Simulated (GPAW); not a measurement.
# Al K-edge XANES of AlCo (Pm-3m), part 2 of 4

How does the Al K edge of AlCo (Pm-3m) move when the bonds are compressed or stretched?

GPAW 26.7.0; X-ray absorption from dipole matrix elements to empty bands, plane-wave PAW LDA.

So far. Step 2 (Ground state of the crystal): The mesh shows no gap, so the system is treated as a metal and the core electron is put at the Fermi level (neutral cell).

**4. Spectrum with XCH, Al atom 2**

The holes are 5.6 Å apart. In GPAW the data set carries the hole's charge, so charge=0 means a charged cell and charge=-1 a neutral one. The excited electron is kept in the cell, where it fills the lowest empty states and screens the hole. After the field has converged, empty bands are computed with the density fixed and the dipole matrix elements are summed.

The absorber has 8 Co at 2.44 Å and 6 Al at 2.82 Å (cube and octahedron, as in bcc, site symmetry m-3m).

The input, xas.py:

```python
import numpy as np
from ase import Atoms
from ase.parallel import parprint, paropen
from gpaw import GPAW, PW, FermiDirac, Mixer, MixerDif, setup_paths
from gpaw.test import gen
setup_paths.insert(0, '.')
gen('Al', name='fch1s', xcname='LDA', corehole=(1, 0, 1), write_xml=True)
from gpaw.mpi import world
world.barrier()

atoms = Atoms('Co8Al8',
    cell=[[5.63880642, 0, 0],
     [0, 5.63880642, 0],
     [0, 0, 5.63880642]],
    scaled_positions=[[0.25, 0.25, 0.25],
     [0.25, 0.25, 0.75],
     [0.25, 0.75, 0.25],
     [0.75, 0.25, 0.25],
     [0.25, 0.75, 0.75],
     [0.75, 0.25, 0.75],
     [0.75, 0.75, 0.25],
     [0.75, 0.75, 0.75],
     [0, 0, 0],
     [0, 0, 0.5],
     [0, 0.5, 0],
     [0.5, 0, 0],
     [0, 0.5, 0.5],
     [0.5, 0, 0.5],
     [0.5, 0.5, 0],
     [0.5, 0.5, 0.5]],
    magmoms=[3.0, 3.0, 3.0, 3.0, 3.0, 3.0, 3.0, 3.0, 0.0, 0.0, 0.0, 0.0, 0.0, 0.0, 0.0, 0.0],
    pbc=True)
atoms.calc = calc = GPAW(legacy_gpaw=True, mode=PW(430, force_complex_dtype=True), xc='LDA', setups={8: 'fch1s'},
    kpts={'size': (4, 4, 4), 'gamma': True}, occupations=FermiDirac(0.1),
    charge=-1, mixer=MixerDif(0.05, 8, 50), maxiter=150,
    convergence={'density': 0.0001, 'eigenstates': 1e-6}, txt='scf.txt')
energy = atoms.get_potential_energy() + calc.get_reference_energy()
ef = calc.get_fermi_level()
out = dict(energy=energy, fermi=ef, forces=atoms.get_forces().tolist(), magmoms=atoms.get_magnetic_moments().tolist())
parprint(f'all-electron energy {energy:.4f} eV, Fermi level {ef:.4f} eV')
ev = np.array([[calc.get_eigenvalues(k, s) for k in range(len(calc.get_ibz_k_points()))] for s in range(calc.get_number_of_spins())])
out['homo'], out['lumo'], out['counts'] = ev[ev < ef].max(), ev[ev > ef].min(), sorted(set((ev < ef).sum((0, 2)).tolist()))
out['filled'] = (ev[:, 0] < ef).sum(1).tolist()

from ase.units import Ha
from gpaw.xas import dipole_matrix_elements
nb = int(calc.get_number_of_electrons() / 2) + 149
top, nb = nb, nb + 8 + nb // 12
nscf = calc.fixed_density(kpts={'size': (6, 6, 6), 'gamma': True}, nbands=nb,
    convergence={'bands': top, 'eigenstates': 5e-3}, maxiter=60, txt='nscf.txt')
cell = atoms.cell.array
ops = [cell.T @ U.T @ np.linalg.inv(cell.T) for U in nscf.wfs.kd.symmetry.op_scc]
E = np.arange(-6, 34, 0.1)
fwhm = np.interp(E, [4, 25], [0.9, 3.5])
Y, X, zero, highest = 0, 0, 1e9, 1e9
for spin in range(nscf.get_number_of_spins()):
    wfs = nscf.wfs
    mine = wfs.bd.get_slice()  # this rank's bands
    A = dipole_matrix_elements(wfs.setups[8])
    eps = np.zeros((wfs.kd.nibzkpts, nb))
    d = np.zeros((3, A.shape[1], wfs.kd.nibzkpts, nb), complex)
    for kpt in wfs.kpt_u:
        if kpt.s == spin and 8 in kpt.P_ani:
            eps[kpt.k, mine] = kpt.eps_n * Ha
            d[:, :, kpt.k, mine] = (kpt.weight * wfs.nspins / 2) ** 0.5 * np.inner(A, kpt.P_ani[8])
    world.sum(eps)
    world.sum(d)
    T = np.einsum('amkn,bmkn->abkn', d, d.conj()).real
    T = sum(np.einsum('ai,ijkn,bj->abkn', R, T, R) for R in ops) / len(ops)
    empty = eps > ef
    zero, highest = min(zero, eps[empty].min()), min(highest, eps[:, top - 1].min())
    lines = [(eps, T, empty)] if spin == 0 else lines + [(eps, T, empty)]
for eps, T, empty in lines:
    f = np.einsum('aakn->akn', T).reshape(3, -1)
    x = eps.ravel() - zero
    w = np.interp(x, E, fwhm) / 2.35482
    g = np.exp(-0.5 * ((E[:, None] - x) / w) ** 2) / (w * (2 * np.pi) ** 0.5)
    Y = Y + (f * empty.ravel()) @ g.T
    X = X + (f * ~empty.ravel()) @ g.T
out.update(E=E.round(2).tolist(), xas=Y.tolist(), xes=X.tolist(), zero=zero, valid=highest - zero, nk=len(eps), nb=nb)
for i in range(0, len(E), 10):
    parprint(f'{E[i]:7.2f}', *(f'{v:10.3e}' for v in Y[:, i]))
import json
with paropen('out.json', 'w') as f:
    json.dump(out, f)
```

The run is started by

```console
> OMP_NUM_THREADS=1 mpirun -n 4 gpaw python xas.py
```

Numbers of over 12 decimals in the logs are rounded to 6 here.

Output:

```text
Input parameters:
  charge: -1
  convergence: {density: 0.0001,
                eigenstates: 1e-06}
  kpts: {gamma: True,
         size: (4, 4, 4)}
  maxiter: 150
  mixer: {backend: pulay,
          beta: 0.05,
          method: difference,
          nmaxold: 8,
          weight: 50}
  mode: {ecut: 430.0,
         force_complex_dtype: True,
         name: pw}
  occupations: {fixmagmom: False,
                name: fermi-dirac,
                width: 0.1}
  setups: {8: fch1s}

Initialize ...

[... PAW data sets ...]

Reference energy: -353760.465440  # eV

Spin-polarized calculation.
Initial magnetic moment: 24.000000

[... convergence settings ...]
Symmetries present (total): 48
  [... symmetry matrices ...]

64 k-points: 4 x 4 x 4 Monkhorst-Pack grid + [1/8,1/8,1/8]
10 k-points in the irreducible part of the Brillouin zone
       k-points in crystal coordinates                weights
   0:     0.00000000    0.00000000    0.00000000          1/64
   1:     0.25000000    0.00000000    0.00000000          6/64
   2:     0.25000000    0.25000000    0.00000000         12/64
   3:     0.25000000    0.25000000    0.25000000          8/64
   4:     0.50000000    0.00000000    0.00000000          3/64
   5:     0.50000000    0.25000000    0.00000000         12/64
   6:     0.50000000    0.25000000    0.25000000         12/64
   7:     0.50000000    0.50000000    0.00000000          3/64
   8:     0.50000000    0.50000000    0.25000000          6/64
   9:     0.50000000    0.50000000    0.50000000          1/64

Wave functions: Plane wave expansion
  Cutoff energy: 430.000 eV
  Number of coefficients (min, max): 3588, 3695
  Pulay-stress correction: 0.000000 eV/Ang^3 (de/decut=0.000000)
  Using FFTW library
  Wavefunction extrapolation:
    Improved wavefunction reuse through dual PAW basis

Occupation numbers: Fermi-Dirac:
  width: 0.1000  # eV

Eigensolver
   Davidson(niter=2)

Densities:
  Coarse grid: 27*27*27 grid
  Fine grid: 54*54*54 grid
  Total Charge: 0.000000

Density mixing:
  Method: difference
  Backend: pulay
  Linear mixing parameter: 0.05
  old densities: 8
  Width of damping distribution: 1.1
  Damping of long wavelength oscillations: 50

[... Hamiltonian set-up ...]
Number of atoms: 16
Number of atomic orbitals: 104
Number of bands in calculation: 77
Number of valence electrons: 97
Bands to converge: occupied

... initialized

Initializing position-dependent things.

Density initialized from atomic densities
Creating initial wave functions:
  77 bands from LCAO basis set

Positions:
   0 Co     1.409702    1.409702    1.409702    ( 0.0000,  0.0000,  3.0000)
   1 Co     1.409702    1.409702    4.229105    ( 0.0000,  0.0000,  3.0000)
   2 Co     1.409702    4.229105    1.409702    ( 0.0000,  0.0000,  3.0000)
   3 Co     4.229105    1.409702    1.409702    ( 0.0000,  0.0000,  3.0000)
   4 Co     1.409702    4.229105    4.229105    ( 0.0000,  0.0000,  3.0000)
   5 Co     4.229105    1.409702    4.229105    ( 0.0000,  0.0000,  3.0000)
   6 Co     4.229105    4.229105    1.409702    ( 0.0000,  0.0000,  3.0000)
[...]
13 Al     2.819403    0.000000    2.819403    ( 0.0000,  0.0000,  0.0000)
  14 Al     2.819403    2.819403    0.000000    ( 0.0000,  0.0000,  0.0000)
  15 Al     2.819403    2.819403    2.819403    ( 0.0000,  0.0000,  0.0000)

Unit cell:
           periodic     x           y           z      points  spacing
  1. axis:    yes    5.638806    0.000000    0.000000    27     0.2088
  2. axis:    yes    0.000000    5.638806    0.000000    27     0.2088
  3. axis:    yes    0.000000    0.000000    5.638806    27     0.2088

  Lengths:   5.638806   5.638806   5.638806
  Angles:   90.000000  90.000000  90.000000

Effective grid spacing dv^(1/3) = 0.2088

iter:   1  -134.667371                   +24.1825
iter:   2  -140.223404   -0.23  -1.22    +13.3192
[...]
iter:  14  -141.554611c  -5.17  -3.70    +0.0070
iter:  15  -141.554635c  -5.60  -4.13c   +0.0073
iter:  16  -141.554625c  -6.33c -4.16c   +0.0068

Converged after 16 iterations.

Dipole moment: (-0.000000, -0.000000, -0.000000) |e|*Ang

Total magnetic moment: (0.000000, 0.000000, 0.006774)
Local magnetic moments:
   0 Co ( 0.000000,  0.000000,  0.005005)
   1 Co ( 0.000000,  0.000000,  0.005005)
   2 Co ( 0.000000,  0.000000,  0.005005)
   3 Co ( 0.000000,  0.000000,  0.005005)
   4 Co ( 0.000000,  0.000000,  0.005005)
   5 Co ( 0.000000,  0.000000,  0.005005)
   6 Co ( 0.000000,  0.000000,  0.005005)
   7 Co ( 0.000000,  0.000000,  0.005005)
   8 Al ( 0.000000,  0.000000, -0.031877)
   9 Al ( 0.000000,  0.000000,  0.000829)
  10 Al ( 0.000000,  0.000000,  0.000829)
  11 Al ( 0.000000,  0.000000,  0.000829)
  12 Al ( 0.000000,  0.000000,  0.000036)
  13 Al ( 0.000000,  0.000000,  0.000036)
  14 Al ( 0.000000,  0.000000,  0.000036)
  15 Al ( 0.000000,  0.000000, -0.000305)

Energy contributions relative to reference atoms: (reference = -353760.465440)

Kinetic:       +160.939308
Potential:     -120.346947
External:        +0.000000
XC:            -183.617412
Entropy (-ST):   -0.325312
Local:           +1.633082
SIC:             +0.000000
--------------------------
Free energy:   -141.717281
Extrapolated:  -141.554625

Spin contamination: 2.649561 electrons
Showing only first 2 kpts
                      Up                     Down
 Kpt  Band  Eigenvalues  Occupancy  Eigenvalues  Occupancy
  0    46     10.11600    0.95078     10.12129    0.94825
  0    47     10.11600    0.95078     10.12129    0.94825
  0    48     10.16835    0.91964     10.17366    0.91563
  0    49     10.16835    0.91964     10.17366    0.91563

  1    46     10.12287    0.94747     10.12816    0.94477
  1    47     10.15124    0.93141     10.15655    0.92794
  1    48     10.29111    0.77028     10.29435    0.76449
  1    49     10.29111    0.77028     10.29435    0.76449

Fermi level: 10.41210

No gap
No difference between direct/indirect transitions

Forces in eV/Ang:
  0 Co   -0.33333   -0.33333   -0.33333
  1 Co   -0.33333   -0.33333    0.33333
  2 Co   -0.33333    0.33333   -0.33333
  3 Co    0.33333   -0.33333   -0.33333
  4 Co   -0.33333    0.33333    0.33333
  5 Co    0.33333   -0.33333    0.33333
  6 Co    0.33333    0.33333   -0.33333
[...]
13 Al    0.00000    0.00000    0.00000
 14 Al    0.00000    0.00000    0.00000
 15 Al    0.00000    0.00000    0.00000
Scalar-relativistic atomic LDA calculation for Al (Aluminium, Z=13)
Core hole in 1s state (1s occupation: 1.0)
450 radial gridpoints.
|------------------------------------------------|
|------------------------------------------------|
[... the atom generator's iteration count ...]

Energy contributions:
-------------------------
Kinetic:     +183.893595
XC:           -14.209497
Potential:   -353.628519
-------------------------
Total:       -183.944421

state      eigenvalue         ekin         rmax
-----------------------------------------------
1s^1.0 :   -60.362648    82.057235        0.077
2s^2.0 :    -5.188665    12.296859        0.473
2p^6.0 :    -3.893101    12.072890        0.390
3s^2.0 :    -0.683483     1.740987        1.779
3p^1.0 :    -0.437761     1.323330        2.009
-----------------------------------------------
(units: Bohr and Hartree)

Generating PAW setup
Kinetic energy of the core from tauc = 179.402319
Cutoffs:
rc(s)=2.050
rc(p)=2.050
rc(d)=2.050
rc(vbar)=1.845
rc(comp)=2.050
rc(nct)=2.050

Kinetic energy of the core states: 179.088292
Charge: 1.0
Core electrons: 9.0
Valence electrons: 3.0
Pseudo-core charge: 0.169630
Shape function alpha=2.380
Pseudo-electron charge 3.431685
state    eigenvalue         norm
--------------------------------
3s(2) :    -0.683483     1.126964
*s    :     0.316517
3p(1) :    -0.437761     1.008127
*p    :     0.562239
*d    :     0.000000
--------------------------------

Diagonalizing with gridspacing h=0.050

state   all-electron     PAW
-------------------------------
3s:      -0.683483    -0.683641
3p:      -0.437761    -0.437937
*d:                   -0.137096
*f:                   -0.021062
-------------------------------
all-electron energy -353902.0201 eV, Fermi level 10.4121 eV
  -6.00  3.734e-61  3.734e-61  3.734e-61
  -5.00  1.057e-44  1.057e-44  1.057e-44
  -4.00  3.378e-31  3.378e-31  3.378e-31
  -3.00  1.264e-20  1.264e-20  1.264e-20
  -2.00  5.898e-13  5.898e-13  5.898e-13
  -1.00  3.789e-08  3.789e-08  3.789e-08
  -0.00  4.824e-06  4.824e-06  4.824e-06
[...]
31.00  1.381e-05  1.381e-05  1.381e-05
  32.00  1.334e-05  1.334e-05  1.334e-05
  33.00  1.231e-05  1.231e-05  1.231e-05
```

Wall time 5 min (4 MPI ranks of Arm Neoverse V2, shared host); peak memory 0.59 GiB.

The Al K spectrum, Al atom 2, excited-electron core hole (neutral cell) (energy from the lowest empty level; intensity scaled to a mean of 1 over the first 20 eV):

| E (eV) | intensity |
| --- | --- |
| -2.0 | 0.00 |
| -1.4 | 0.00 |
| -0.8 | 0.01 |
| -0.2 | 0.19 |
| 0.4 | 0.56 |
| 1.0 | 0.61 |
| 1.6 | 0.51 |
| 2.2 | 0.29 |
| 2.8 | 0.45 |
| 3.4 | 0.67 |
| 4.0 | 0.96 |
| 4.6 | 1.22 |
| 5.2 | 1.70 |
| 5.8 | 1.93 |
| 6.4 | 1.63 |
| 7.0 | 1.32 |
| 7.6 | 1.02 |
| 8.2 | 0.93 |
| 8.8 | 1.01 |
| 9.4 | 1.05 |
| 10.0 | 1.06 |
| 10.6 | 1.10 |
| 11.2 | 1.12 |
| 11.8 | 1.07 |
| 12.4 | 1.05 |
| 13.0 | 1.08 |
| 13.6 | 1.09 |
| 14.2 | 1.06 |
| 14.8 | 1.04 |
| 15.4 | 1.03 |
| 16.0 | 1.02 |
| 16.6 | 1.00 |
| 17.2 | 0.97 |
| 17.8 | 0.94 |
| 18.4 | 0.91 |
| 19.0 | 0.87 |
| 19.6 | 0.81 |
| 20.2 | 0.75 |
| 20.8 | 0.69 |
| 21.4 | 0.62 |
| 22.0 | 0.56 |
| 22.6 | 0.50 |
| 23.2 | 0.46 |
| 23.8 | 0.45 |
| 24.4 | 0.45 |
| 25.0 | 0.47 |
| 25.6 | 0.51 |
| 26.2 | 0.56 |
| 26.8 | 0.62 |
| 27.4 | 0.67 |
| 28.0 | 0.73 |
| 28.6 | 0.78 |
| 29.2 | 0.82 |
| 29.8 | 0.87 |
| 30.4 | 0.91 |
| 31.0 | 0.93 |
| 31.6 | 0.92 |

Main maxima below 24 eV (height): 0.7 eV (0.63), 5.7 eV (1.95), 11.0 eV (1.12) and 13.4 eV (1.09). A K edge sees empty p states on the absorber.

The total-energy difference is 1549.15 eV. The tabulated edge of the element is 1559 eV. The functional leaves an error in such absolute values: in the free atom LDA prices this hole 7.2 eV below PBE (computed apart), and PBE is itself good to a few eV.

**5. Reference energy of the supercell**

The cell changes for the next run, so it gets a reference energy of its own.

The cell differs from the one that the last finished run ended in (a 5.639 → 5.524 Å, b 5.639 → 5.524 Å, c 5.639 → 5.524 Å).

The input, scf.py:

```python
import numpy as np
from ase import Atoms
from ase.parallel import parprint, paropen
from gpaw import GPAW, PW, FermiDirac, Mixer, MixerDif, setup_paths
from gpaw.test import gen
setup_paths.insert(0, '.')
gen('Al', name='nch1s', xcname='LDA', corehole=(1, 0, 0), write_xml=True)
from gpaw.mpi import world
world.barrier()

atoms = Atoms('Co8Al8',
    cell=[[5.52369644, 0, 0],
     [0, 5.52369644, 0],
     [0, 0, 5.52369644]],
    scaled_positions=[[0.25, 0.25, 0.25],
     [0.25, 0.25, 0.75],
     [0.25, 0.75, 0.25],
     [0.75, 0.25, 0.25],
     [0.25, 0.75, 0.75],
     [0.75, 0.25, 0.75],
     [0.75, 0.75, 0.25],
     [0.75, 0.75, 0.75],
     [0, 0, 0],
     [0, 0, 0.5],
     [0, 0.5, 0],
     [0.5, 0, 0],
     [0, 0.5, 0.5],
     [0.5, 0, 0.5],
     [0.5, 0.5, 0],
     [0.5, 0.5, 0.5]],
    magmoms=[3.0, 3.0, 3.0, 3.0, 3.0, 3.0, 3.0, 3.0, 0.0, 0.0, 0.0, 0.0, 0.0, 0.0, 0.0, 0.0],
    pbc=True)
atoms.calc = calc = GPAW(legacy_gpaw=True, mode=PW(430, force_complex_dtype=True), xc='LDA', setups={8: 'nch1s'},
    kpts={'size': (4, 4, 4), 'gamma': True}, occupations=FermiDirac(0.1),
    charge=0, mixer=MixerDif(0.05, 8, 50), maxiter=150,
    convergence={'density': 0.0001, 'eigenstates': 1e-6}, txt='scf.txt')
energy = atoms.get_potential_energy() + calc.get_reference_energy()
ef = calc.get_fermi_level()
out = dict(energy=energy, fermi=ef, forces=atoms.get_forces().tolist(), magmoms=atoms.get_magnetic_moments().tolist())
parprint(f'all-electron energy {energy:.4f} eV, Fermi level {ef:.4f} eV')
ev = np.array([[calc.get_eigenvalues(k, s) for k in range(len(calc.get_ibz_k_points()))] for s in range(calc.get_number_of_spins())])
out['homo'], out['lumo'], out['counts'] = ev[ev < ef].max(), ev[ev > ef].min(), sorted(set((ev < ef).sum((0, 2)).tolist()))
out['filled'] = (ev[:, 0] < ef).sum(1).tolist()
import json
with paropen('out.json', 'w') as f:
    json.dump(out, f)
```

The run is started by

```console
> OMP_NUM_THREADS=1 mpirun -n 4 gpaw python scf.py
```

Output:

```text
Input parameters:
  convergence: {density: 0.0001,
                eigenstates: 1e-06}
  kpts: {gamma: True,
         size: (4, 4, 4)}
  maxiter: 150
  mixer: {backend: pulay,
          beta: 0.05,
          method: difference,
          nmaxold: 8,
          weight: 50}
  mode: {ecut: 430.0,
         force_complex_dtype: True,
         name: pw}
  occupations: {fixmagmom: False,
                name: fermi-dirac,
[...]
3s(2) :    -0.287726     1.053448
*s    :     0.712274
3p(1) :    -0.102289     0.999482
*p    :     0.897711
*d    :     0.000000
--------------------------------

Diagonalizing with gridspacing h=0.050

state   all-electron     PAW
-------------------------------
3s:      -0.287726    -0.287811
3p:      -0.102289    -0.102345
*d:                    0.027274
*f:                    0.064816
-------------------------------
all-electron energy -355451.0015 eV, Fermi level 11.0704 eV
[key lines of the parts left out:]
Converged after 19 iterations.
Dipole moment: (-0.000000, -0.000000, -0.000000) |e|*Ang
Free energy:   -117.619439
Fermi level: 11.07036
```

It took 53 s on 4 MPI ranks; peak memory 0.3 GiB; 3.5 min of CPU time.

Reference energy: -355451.002 eV with the cores included.

**6. Spectrum with XCH, Al atom 2**

Shorter bonds are expected to push antibonding states and scattering resonances up, and longer ones down; the cell is scaled to test that.

Changed against the first core-hole run: volume scale from 1 to 0.94.

xas.py, as its differences from that of step 4:

```diff
@@ -11,5 +11,5 @@
 atoms = Atoms('Co8Al8',
-    cell=[[5.63880642, 0, 0],
-     [0, 5.63880642, 0],
-     [0, 0, 5.63880642]],
+    cell=[[5.52369644, 0, 0],
+     [0, 5.52369644, 0],
+     [0, 0, 5.52369644]],
     scaled_positions=[[0.25, 0.25, 0.25],
@@ -46,3 +46,3 @@
 from gpaw.xas import dipole_matrix_elements
-nb = int(calc.get_number_of_electrons() / 2) + 149
+nb = int(calc.get_number_of_electrons() / 2) + 143
 top, nb = nb, nb + 8 + nb // 12
```

The run is started by

```console
> OMP_NUM_THREADS=1 mpirun -n 4 gpaw python xas.py
```

Output:

```text
Input parameters:
  charge: -1
  convergence: {density: 0.0001,
                eigenstates: 1e-06}
  kpts: {gamma: True,
         size: (4, 4, 4)}
  maxiter: 150
  mixer: {backend: pulay,
          beta: 0.05,
          method: difference,
          nmaxold: 8,
          weight: 50}
  mode: {ecut: 430.0,
         force_complex_dtype: True,
         name: pw}
  occupations: {fixmagmom: False,
[...]
3s:      -0.683483    -0.683641
3p:      -0.437761    -0.437937
*d:                   -0.137096
*f:                   -0.021062
-------------------------------
all-electron energy -353902.0183 eV, Fermi level 11.2816 eV
  -6.00  3.972e-61  3.972e-61  3.972e-61
  -5.00  1.107e-44  1.107e-44  1.107e-44
  -4.00  3.476e-31  3.476e-31  3.476e-31
  -3.00  1.278e-20  1.278e-20  1.278e-20
[...]
32.00  1.405e-05  1.405e-05  1.405e-05
  33.00  1.373e-05  1.373e-05  1.373e-05
[key lines of the parts left out:]
Converged after 17 iterations.
Dipole moment: (0.000000, -0.000000, 0.000000) |e|*Ang
Free energy:   -141.700254
Fermi level: 11.28161
```

Wall time 4.6 min (4 MPI ranks); peak memory 0.58 GiB; 19 min of CPU time.

| E (eV) | first run | this run |
| --- | --- | --- |
| -2.0 | 0.00 | 0.00 |
| -1.0 | 0.00 | 0.00 |
| 0.0 | 0.32 | 0.32 |
| 1.0 | 0.61 | 0.61 |
| 2.0 | 0.35 | 0.39 |
| 3.0 | 0.54 | 0.44 |
| 4.0 | 0.96 | 0.81 |
| 5.0 | 1.52 | 1.26 |
| 6.0 | 1.85 | 1.89 |
| 7.0 | 1.32 | 1.46 |
| 8.0 | 0.93 | 0.99 |
| 9.0 | 1.03 | 0.98 |
| 10.0 | 1.06 | 1.04 |
| 11.0 | 1.12 | 1.11 |
| 12.0 | 1.06 | 1.17 |
| 13.0 | 1.08 | 1.11 |
| 14.0 | 1.08 | 1.12 |
| 15.0 | 1.03 | 1.06 |
| 16.0 | 1.02 | 1.01 |
| 17.0 | 0.98 | 0.99 |
| 18.0 | 0.93 | 0.96 |
| 19.0 | 0.87 | 0.92 |
| 20.0 | 0.77 | 0.86 |
| 21.0 | 0.66 | 0.77 |
| 22.0 | 0.56 | 0.66 |
| 23.0 | 0.47 | 0.56 |
| 24.0 | 0.45 | 0.47 |
| 25.0 | 0.47 | 0.43 |
| 26.0 | 0.54 | 0.45 |
| 27.0 | 0.64 | 0.52 |
| 28.0 | 0.73 | 0.62 |
| 29.0 | 0.81 | 0.73 |

Against the first run the r.m.s. difference is 9 %. The highest intensity below 16 eV goes from 5.7 eV (1.95) to 6.0 eV (1.89).

The photon energy of the zero moves by -0.17 eV.

[end of part 2 of 4]

[Banner, clock and machine lines of the logs are left out without a mark of their own.]

[Logs are printed without paths, hosts, clocks, repeated set-up lines and the standing remarks that a program may print on its own settings, such as how far it seeks lower states.]

[Hosts, paths, dates, database ids (printed as entryN), source tags and the programs' standing remarks are cut or masked in the printed files.]

[Lists of maxima count a maximum above −3 eV only where it reaches 4 % of the highest in the window and stands out from its surroundings by 2 % of it (1.5 % where it reaches 55 %); shoulders and weaker maxima are passed over, and of the rest the first, up to two pre-edge ones and the few strongest are named.]
